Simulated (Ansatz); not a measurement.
# Mg2C (model cell, started as cuprite): a soft mode frozen in

Wanted: the energy along a soft mode of Mg2C (model cell, started as cuprite) and the structure at the end.

Program: Ansatz 0.2.0. Level of theory: DFT PBE, scalar-relativistic, plane waves, PAW. Results are calculated unless marked as measured.

Most raw output is cut from this account.

The structure was built from a prototype and need not be the compound's stable phase.

### Step 1. The structure

Symmetry: Pn-3m, No. 224, cubic system. Conventional cell: a = 4.839 Å, b = 4.839 Å, c = 4.839 Å, α = 90.00°, β = 90.00°, γ = 90.00°. Nearest to C lie 4 Mg at 2.10 Å. Nearest to Mg lie 2 C at 2.10 Å. Farther neighbours are not listed.

### Step 2. Response at finite wavevector

The cell comes from relaxations at this level that are not shown. Stability and thermal properties need the whole zone. Linear response on a 2×2×2 q mesh gives force constants as far as a supercell of that size would.

The input, input.yaml:

```yaml
crystal:
  lattice:
    - [4.8390002607, 0.0, 0.0]
    - [0.0, 4.8390002607, 0.0]
    - [0.0, 0.0, 4.8390002607]
  atoms:
    - { symbol: C, position: [0.0, 0.0, 0.0] }
    - { symbol: C, position: [0.5, 0.5, 0.5] }
    - { symbol: Mg, position: [0.25, 0.25, 0.25] }
    - { symbol: Mg, position: [0.75, 0.75, 0.25] }
    - { symbol: Mg, position: [0.75, 0.25, 0.75] }
    - { symbol: Mg, position: [0.25, 0.75, 0.75] }
kpoints:
  mp_grid: { grid: [6, 6, 6] }
hamiltonian:
  xc: pbe
scf:
  occupations: { method: methfessel_paxton, width: 0.15 }
output:
  eigenvalues: true
phonons:
  method: dfpt
  qmesh: [2, 2, 2]
  temperatures: { t_max: 1000, t_step: 50 }
  qpath:
    path:
      - [[0.0, 0.0, 0.0], [0.0, 0.5, 0.0], [0.5, 0.5, 0.0], [0.0, 0.0, 0.0], [0.5, 0.5, 0.5], [0.0, 0.5, 0.0]]
      - [[0.5, 0.5, 0.5], [0.5, 0.5, 0.0]]
    npoints: 10
```

On the command line:

```bash
> ansatz run input.yaml --threads 8 --pin off --max-ram 14336MiB --backend cpu --events-out ev --progress --plain --runs-dir out
```

Wall time 45 s (8 threads of Arm Neoverse V1, shared host); peak memory 1.2 GiB; 5.7 min of CPU time.

This step gave:

```yaml
volume_per_atom: 18.88 Å³
gap_on_the_k_mesh: 0 eV
sum_rule_residual_before_enforcement: 1.29e-5 eV/Å²
lowest_frequency_on_the_path: -54.63 cm⁻¹
point_group: m-3m
highest_frequency_on_the_path_or_at_a_solved_wavevector: 626.1 cm⁻¹
highest_optical_mode_at_the_zone_centre_no_lo_to_term: 608.3 cm⁻¹
lowest_optical_zone_centre_mode: -54.63 cm⁻¹
lowest_mode_on_the_q_mesh_acoustic_modes_at_gamma_apart: -54.63 cm⁻¹
```

Frequencies (cm⁻¹) solved at each irreducible wavevector; negative means imaginary. Frequencies by wavevector, by row:

| q in reciprocal lattice units | star | mode 1 | mode 2 | mode 3 | mode 4 | mode 16 | mode 17 | mode 18 |
| --- | --- | --- | --- | --- | --- | --- | --- | --- |
| 0 0 0 | 1 | -54.6 | -54.6 | -54.6 | 0 | 608.3 | 608.3 | 608.3 |
| 0 0 -0.5 | 3 | 68.4 | 68.4 | 103.3 | 103.3 | 603.3 | 613.7 | 613.7 |
| 0 -0.5 -0.5 | 3 | -30.9 | -30.9 | 56.5 | 56.5 | 572.3 | 613.1 | 613.1 |
| -0.5 -0.5 -0.5 | 1 | -32.4 | -32.4 | 83 | 83 | 626.1 | 626.1 | 626.1 |

Interpolated from a 2×2×2 q mesh. The phonon branches at the labelled points (cm⁻¹):

| point | branch 1 | branch 2 | branch 3 | branch 4 | branch 15 | branch 16 | branch 17 | branch 18 |
| --- | --- | --- | --- | --- | --- | --- | --- | --- |
| Γ | -55 | -55 | -55 | 0 | 484 | 608 | 608 | 608 |
| halfway | 35 | 35 | 67 | 83 | 551 | 611 | 611 | 612 |
| X | 68 | 68 | 103 | 103 | 603 | 603 | 614 | 614 |
| halfway | 56 | 56 | 93 | 93 | 588 | 588 | 615 | 615 |
| M | -31 | -31 | 56 | 56 | 572 | 572 | 613 | 613 |
| halfway | -38 | 56 | 67 | 99 | 552 | 606 | 613 | 614 |
| Γ | -55 | -55 | -55 | 0 | 484 | 608 | 608 | 608 |
| halfway | 38 | 38 | 79 | 79 | 558 | 601 | 616 | 616 |
| R | -32 | -32 | 83 | 83 | 485 | 626 | 626 | 626 |
| halfway | 56 | 74 | 80 | 88 | 560 | 599 | 618 | 619 |
| X | 68 | 68 | 103 | 103 | 603 | 603 | 614 | 614 |
| jump to R | -32 | -32 | 83 | 83 | 485 | 626 | 626 | 626 |
| halfway | 14 | 58 | 58 | 78 | 525 | 610 | 620 | 620 |
| M | -31 | -31 | 56 | 56 | 572 | 572 | 613 | 613 |

Symmetry leaves 4 wavevectors to solve. The lowest mode among them, the acoustic zeros apart, lies at Γ and is imaginary, 54.6i cm⁻¹, so the energy falls along it.

### Step 3. The mode frozen in, largest atomic shift 0 Å

The mode followed lies at q = (-0.5, -0.5, -0.5) with frequency 32.4i cm⁻¹ and is 2-fold degenerate, one of the unstable modes though not the softest. At small amplitude the distorted cell has space group no. 141 by a symmetry search on the positions. The undistorted cell that holds it gives the zero of energy on the same k mesh.

System of this step: Mg2C (model cell, started as cuprite). The structure is cubic, space group Pn-3m (No. 224). Conventional cell: a = 4.839 Å, b = 4.839 Å, c = 4.839 Å, α = 90.00°, β = 90.00°, γ = 90.00°. Nearest to C lie 4 Mg at 2.10 Å. Nearest to Mg lie 2 C at 2.10 Å. Farther neighbours are not listed.

The input, input.yaml:

```yaml
crystal:
  lattice:
    - [4.8390002607, 4.8390002607, 0.0]
    - [4.8390002607, 0.0, 4.8390002607]
    - [4.8390002607, 0.0, -4.8390002607]
  atoms:
    - { symbol: C, position: [0.0, 0.0, 0.0] }
    - { symbol: C, position: [0.0, 0.5, 0.5] }
    - { symbol: C, position: [0.5, 0.25, 0.75] }
    - { symbol: C, position: [0.5, 0.75, 0.25] }
    - { symbol: Mg, position: [0.25, 0.125, 0.875] }
    - { symbol: Mg, position: [0.25, 0.625, 0.375] }
    - { symbol: Mg, position: [0.75, 0.125, 0.875] }
    - { symbol: Mg, position: [0.75, 0.625, 0.375] }
    - { symbol: Mg, position: [0.25, 0.625, 0.875] }
    - { symbol: Mg, position: [0.25, 0.125, 0.375] }
    - { symbol: Mg, position: [0.75, 0.125, 0.375] }
    - { symbol: Mg, position: [0.75, 0.625, 0.875] }
kpoints:
  mp_grid: { grid: [6, 6, 6] }
hamiltonian:
  xc: pbe
scf:
  occupations: { method: methfessel_paxton, width: 0.15 }
output:
  forces: true
  stress: true
  eigenvalues: true
```

The job ended after 1.5 s (8 threads; peak memory 0.88 GiB).

This step gave:

| Quantity | Value |
| --- | --- |
| pressure | -6.30e-4 GPa |
| energy from the undistorted cell | 0 meV/atom |

The run ends at a pressure of 0.00 GPa.

### Step 4. The mode frozen in, largest atomic shift 0.14 Å

The atoms are moved along the unstable eigenvector, the largest shift by 0.14 Å, with the cell fixed.

The input, input.yaml:

```yaml
crystal:
  lattice:
    - [4.8390002607, 4.8390002607, 0.0]
    - [4.8390002607, 0.0, 4.8390002607]
    - [4.8390002607, 0.0, -4.8390002607]
  atoms:
    - { symbol: C, position: [0.0, 0.0, 0.0] }
    - { symbol: C, position: [0.0, 0.5, 0.5] }
    - { symbol: C, position: [0.5, 0.25, 0.75] }
    - { symbol: C, position: [0.5, 0.75, 0.25] }
    - { symbol: Mg, position: [0.2736225491, 0.1013774509, 0.8631887254] }
    - { symbol: Mg, position: [0.2263774509, 0.6486225491, 0.3868112746] }
    - { symbol: Mg, position: [0.7263774509, 0.1368112746, 0.8986225491] }
    - { symbol: Mg, position: [0.7736225491, 0.6131887254, 0.3513774509] }
    - { symbol: Mg, position: [0.2736225491, 0.625, 0.8631887254] }
    - { symbol: Mg, position: [0.2263774509, 0.125, 0.3868112746] }
    - { symbol: Mg, position: [0.7263774509, 0.1368112746, 0.375] }
    - { symbol: Mg, position: [0.7736225491, 0.6131887254, 0.875] }
kpoints:
  mp_grid: { grid: [6, 6, 6] }
hamiltonian:
  xc: pbe
scf:
  occupations: { method: methfessel_paxton, width: 0.15 }
output:
  forces: true
  stress: true
  eigenvalues: true
```

It took 2.5 s on 8 threads; peak memory 0.97 GiB.

This step gave:

- pressure: -0.3199 GPa
- energy from the undistorted cell: -0.446 meV/atom

The energy, extrapolated to zero smearing, is -0.45 meV/atom against the undistorted cell.

The run ends at a pressure of -0.32 GPa, with forces up to 0.0090 eV/Å.

### Step 5. Energy along the mode, all amplitudes (two of the runs are shown above)

An imaginary frequency means negative curvature, so the energy should fall and then rise again as anharmonic terms take over.

This step gave:

```
depth at the lowest point sampled  : 0.446 meV/atom
largest atomic shift at that point : 0.14 Å
```

Energy from the parent against largest atomic shift:

| largest atomic shift (Å) | energy from the parent (meV/atom) |
| --- | --- |
| 0.000 | 0 |
| 0.040 | -0.053 |
| 0.080 | -0.194 |
| 0.140 | -0.446 |
| 0.220 | -0.312 |
| 0.320 | 2.30 |
| 0.450 | 14.8 |

Displacement at unit largest shift by atom:

| atom | x (Å) | y (Å) | z (Å) | size |
| --- | --- | --- | --- | --- |
| C1 | 0.000 | 0.000 | 0.000 | 0.000 |
| C2 | 0.000 | 0.000 | 0.000 | 0.000 |
| C3 | 0.000 | 0.000 | 0.000 | 0.000 |
| C4 | 0.000 | 0.000 | 0.000 | 0.000 |
| Mg5 | -0.408 | 0.816 | -0.408 | 0.999 |
| Mg6 | 0.408 | -0.816 | 0.408 | 0.999 |
| Mg7 | 0.408 | -0.816 | -0.408 | 0.999 |
| Mg8 | -0.408 | 0.816 | 0.408 | 0.999 |
| Mg9 | 0.408 | 0.816 | 0.408 | 0.999 |
| Mg10 | -0.408 | -0.816 | -0.408 | 0.999 |
| Mg11 | -0.408 | -0.816 | 0.408 | 0.999 |
| Mg12 | 0.408 | 0.816 | -0.408 | 0.999 |

The lowest of the steps tried is at 0.14 Å, 0.446 meV/atom below the parent; the bottom of the well need not coincide with a step.

### Step 6. Relaxation from the frozen mode

Starting from the lowest point found, all atoms and the cell are let go, so that strain and other modes of the same symmetry can join in.

Edit input.yaml of step 4 so:

```diff
@@ -28 +28,6 @@
   eigenvalues: true
+relax:
+  adjacent_minimum: "off"
+  f_tol: 0.002
+  max_steps: 120
+  cell: { stress_tol: 0.03 }
```

It took 49 s on 8 threads; peak memory 1 GiB.

Relaxation path:

| step | energy less that of the first step (eV) | largest force component (eV/Å) | pressure (GPa) | volume (Å³) |
| --- | --- | --- | --- | --- |
| 1 | 0.0000 | 0.0078 | -0.32 | 226.62 |
| 2 | -0.0090 | 0.0134 | -0.10 | 225.68 |
| 3 | -0.0877 | 0.0793 | 0.39 | 222.08 |
| 4 | -0.2724 | 0.2034 | 0.30 | 218.53 |
| 5 | -0.5810 | 0.3332 | -0.30 | 214.59 |
| 6 | -0.9125 | 0.2758 | -0.92 | 209.52 |
| 7 | -1.1985 | 0.4113 | 0.17 | 200.25 |
| 8 | -1.0365 | 0.5128 | 0.58 | 195.64 |
| 9 | -0.8145 | 0.7756 | 7.33 | 185.93 |
| 10 | -1.3118 | 0.0541 | 0.21 | 199.20 |
| 11 | -1.3147 | 0.0240 | -0.04 | 199.40 |
| 12 | -1.3155 | 0.0011 | 0.00 | 199.47 |
| 13* | -1.3180 | 0.0012 | 0.00 | 199.47 |
| 14 | -1.3181 | 0.0005 | 0.01 | 199.46 |
| 15* | -1.3181 | 0.0005 | 0.01 | 199.46 |

Relaxation steps marked * repeat the geometry before them on a plane-wave basis chosen anew for their cell, so energy and pressure can jump there. Relaxation steps 8, 9 were tried and not accepted.

Forces are held to the 16 operations that the run works with; a distortion that breaks them can't arise in this run.

| cell as run | before | after | change |
| --- | --- | --- | --- |
| a (Å) | 6.843 | 6.387 | -6.7 % |
| b (Å) | 6.843 | 7.143 | +4.4 % |
| c (Å) | 6.843 | 7.143 | +4.4 % |
| β (°) | 60.00 | 56.00 | -6.7 % |
| γ (°) | 60.00 | 56.00 | -6.7 % |
| volume (Å³/atom) | 18.88 | 16.62 | -12.0 % |

The atoms that moved most (Å, as changes of fractional coordinates times the final cell):

| atom | dx | dy | dz | length |
| --- | --- | --- | --- | --- |
| Mg10 | -0.206 | -0.454 | -0.206 | 0.539 |
| Mg9 | 0.206 | 0.454 | 0.206 | 0.539 |
| Mg8 | -0.206 | 0.454 | 0.206 | 0.539 |
| Mg12 | 0.206 | 0.454 | -0.206 | 0.539 |
| Mg7 | 0.206 | -0.454 | -0.206 | 0.539 |
| Mg5 | -0.206 | 0.454 | -0.206 | 0.539 |
| Mg6 | 0.206 | -0.454 | 0.206 | 0.539 |
| Mg11 | -0.206 | -0.454 | 0.206 | 0.539 |

Final coordinates:

```xyz
12
Lattice="5.0511 3.9088 0.0000 5.0511 0.0000 5.0511 5.0511 0.0000 -5.0511" Properties=species:S:1:pos:R:3 pbc="T T T"
C     0.0000    0.0000    0.0000
C     5.0511    0.0000    0.0000
C     7.5767    1.9544   -2.5256
C     7.5767    1.9544    2.5256
Mg    6.0478    1.5231   -4.0544
Mg    6.5799    0.4313    1.5288
Mg    9.1055    2.3857   -4.0544
Mg    8.5734    3.4775    1.5288
Mg    9.1055    1.5231   -0.9967
Mg    3.5223    0.4313   -1.5288
Mg    6.0478    2.3857   -0.9967
Mg   11.6311    3.4775   -1.5288
```

This step gave:

```
pressure        : 0.01390 GPa
volume per atom : 16.62 Å³
```

The distorted start has space group I4_1/amd; the relaxation ends in I4_1/amd.

### Step 7. The phases reached

The phases reached along the modes that were followed are set side by side.

Energies are those of the first relaxation, on the mesh of the frozen mode; space group, volume and gap are those of the last relaxation. Phases, by row:

| mode frozen in | space group | energy from parent (meV/atom) | volume (Å³/atom) | gap on mesh (eV) | lowest zone-centre optical mode (cm⁻¹) | largest shift (Å) |
| --- | --- | --- | --- | --- | --- | --- |
| parent | Pn-3m | 0 | 18.89 | 0 | – | – |
| q = (0, 0, 0), 55i cm⁻¹ | P4_2/mnm | -395.3 | 15.22 | 0 | 102.7 | 0.59 |
| q = (0, 0, 0), 55i cm⁻¹ | R3m | -40.08 | 16.27 | 0.058 | 93.8 | 0.699 |
| q = (0, 0, 0), 55i cm⁻¹ | Cmme | -242.4 | 15.24 | 0.132 | -110.7 | 0.952 |
| q = (-0.5, -0.5, -0.5), 32i cm⁻¹ | Fm-3m | -385.7 | 13.56 | 0.745 | – | 1.365 |
| q = (-0.5, -0.5, -0.5), 32i cm⁻¹ | I4_1/amd | -110.2 | 16.62 | 0 | – | 0.663 |

### Step 8. What came out

```
unstable mode of the parent                                                      : q = (-0.5, -0.5, -0.5), 32i cm⁻¹
depth at the lowest point sampled                                                : 0.446 meV/atom
largest atomic shift at that point                                               : 0.14 Å
space group reached (within 0.01 Å)                                              : I4_1/amd
energy gained over the parent (first relaxation, on the mesh of the frozen mode) : 110 meV/atom
volume per atom, phase reached                                                   : 16.6 Å³
```

In words: Along this mode the structure falls into I4_1/amd, 110 meV/atom below the parent. At the parent's cell the well is 0.446 meV/atom deep on the steps tried, with its lowest point at a shift of 0.14 Å. Relaxing atoms and cell changes the gain by +109.77 meV/atom against the lowest step (energies at zero smearing). Most of the total comes from this relaxation. The modes of the phase reached were not computed on this path. How so shallow a well moves with the k mesh was not tested. Of the 5 patterns followed to their end from this parent, this one ends 285 meV/atom above the lowest, P4_2/mnm. Each path keeps the symmetry of its pattern, so a lower phase may lie along a pattern not tried. With no gap, or one that is small against the smearing, the frequencies hang on the k mesh and the smearing, most of all near Kohn anomalies. The volume moved by more than a tenth on the k mesh of the start, so the energy gain is rough. The starting cell was built on a prototype and not taken from a measurement, so the phase need not exist.

[Logs are printed without paths, hosts, clocks, repeated set-up lines and the standing remarks that a program may print on its own settings, such as how far it seeks lower states.]

[Hosts, paths, dates, database ids (printed as entryN), source tags and the programs' standing remarks are cut or masked in the printed files.]
